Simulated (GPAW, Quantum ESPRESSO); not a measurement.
The Pd L₃ edge of atom 2 in CdPd (P4/mmm), with 8 Cd at 2.81 Å and 4 Pd at 3.03 Å (distorted cuboctahedral, site symmetry 4/mmm), was computed in 2 ways: excited-electron core hole (neutral cell) and no core hole. Program and functional: GPAW, LDA, Gaussian full width 2.25 eV up to 4 eV, rising linearly to 3.5 eV at 25 eV; cells of 2 and 8 atoms (the run without a hole in the smaller).

Each run is counted from its own lowest empty level or Fermi level and scaled to a mean of 1 over its first 20 eV.

| E (eV) | run 1 | run 2 |
| --- | --- | --- |
| -2.0 | 0.02 | 0.05 |
| -1.5 | 0.06 | 0.16 |
| -1.0 | 0.14 | 0.38 |
| -0.5 | 0.29 | 0.72 |
| 0.0 | 0.47 | 1.11 |
| 0.5 | 0.64 | 1.39 |
| 1.0 | 0.75 | 1.49 |
| 1.5 | 0.80 | 1.40 |
| 2.0 | 0.84 | 1.25 |
| 2.5 | 0.89 | 1.15 |
| 3.0 | 0.97 | 1.13 |
| 3.5 | 1.05 | 1.16 |
| 4.0 | 1.10 | 1.19 |
| 4.5 | 1.11 | 1.18 |
| 5.0 | 1.10 | 1.16 |
| 5.5 | 1.09 | 1.11 |
| 6.0 | 1.08 | 1.07 |
| 6.5 | 1.07 | 1.04 |
| 7.0 | 1.08 | 1.02 |
| 7.5 | 1.07 | 1.01 |
| 8.0 | 1.07 | 1.00 |
| 8.5 | 1.07 | 0.99 |
| 9.0 | 1.08 | 0.98 |
| 9.5 | 1.07 | 0.98 |
| 10.0 | 1.06 | 0.97 |
| 10.5 | 1.04 | 0.96 |
| 11.0 | 1.02 | 0.94 |
| 11.5 | 1.00 | 0.91 |
| 12.0 | 0.98 | 0.88 |
| 12.5 | 0.97 | 0.86 |
| 13.0 | 0.96 | 0.84 |
| 13.5 | 0.96 | 0.83 |
| 14.0 | 0.97 | 0.82 |
| 14.5 | 0.98 | 0.82 |
| 15.0 | 0.99 | 0.83 |
| 15.5 | 1.00 | 0.84 |
| 16.0 | 1.01 | 0.85 |
| 16.5 | 1.03 | 0.86 |
| 17.0 | 1.05 | 0.87 |
| 17.5 | 1.06 | 0.87 |
| 18.0 | 1.06 | 0.86 |
| 18.5 | 1.03 | 0.84 |
| 19.0 | 1.01 | 0.83 |
| 19.5 | 1.00 | 0.81 |
| 20.0 | 1.02 | 0.81 |
| 20.5 | 1.05 | 0.82 |
| 21.0 | 1.09 | 0.85 |
| 21.5 | 1.13 | 0.88 |
| 22.0 | 1.16 | 0.91 |
| 22.5 | 1.18 | 0.93 |
| 23.0 | 1.20 | 0.95 |
| 23.5 | 1.22 | 0.97 |
| 24.0 | 1.25 | 0.99 |
| 24.5 | 1.27 | 1.01 |
| 25.0 | 1.28 | 1.03 |
| 25.5 | 1.27 | 1.04 |
| 26.0 | 1.26 | 1.04 |
| 26.5 | 1.23 | 1.03 |
| 27.0 | 1.20 | 1.02 |
| 27.5 | 1.17 | 1.00 |
| 28.0 | 1.15 | 0.98 |
| 28.5 | 1.13 | 0.97 |
| 29.0 | 1.11 | 0.96 |
| 29.5 | 1.10 | 0.95 |
| 30.0 | 1.08 | 0.94 |
| 30.5 | 1.06 | 0.92 |
| 31.0 | 1.04 | 0.89 |
| 31.5 | 1.01 | 0.86 |
| 32.0 | 1.00 | 0.84 |

**Question.** Which run is which?

Run 1: excited-electron core hole (neutral cell) (area from −2 to 6 eV 5.9, main maxima 4.4 eV (1.11), 17.6 eV (1.06) and 25.2 eV (1.28)). Run 2: no core hole (area from −2 to 6 eV 8.3, main maxima 1.0 eV (1.49), 4.2 eV (1.19), 17.2 eV (0.87) and 25.8 eV (1.04)). With each curve scaled to its own mean, the area from −2 to 6 eV with the hole is 5.9 against 8.3, and the centre of weight from −1 to 20 eV moves by +1.3 eV (first and strongest maxima below 20 eV: 1.0 eV (1.49), 4.2 eV (1.19) and 17.2 eV (0.87) without the hole, 4.4 eV (1.11) and 17.6 eV (1.06) with it): the near-edge weight falls against the higher-lying part.

[Hosts, paths, dates, database ids (printed as entryN), source tags and the programs' standing remarks are cut or masked in the printed files.]

[Lists of maxima count a maximum above −3 eV only where it reaches 4 % of the highest in the window and stands out from its surroundings by 2 % of it (1.5 % where it reaches 55 %); shoulders and weaker maxima are passed over, and of the rest the first, up to two pre-edge ones and the few strongest are named.]
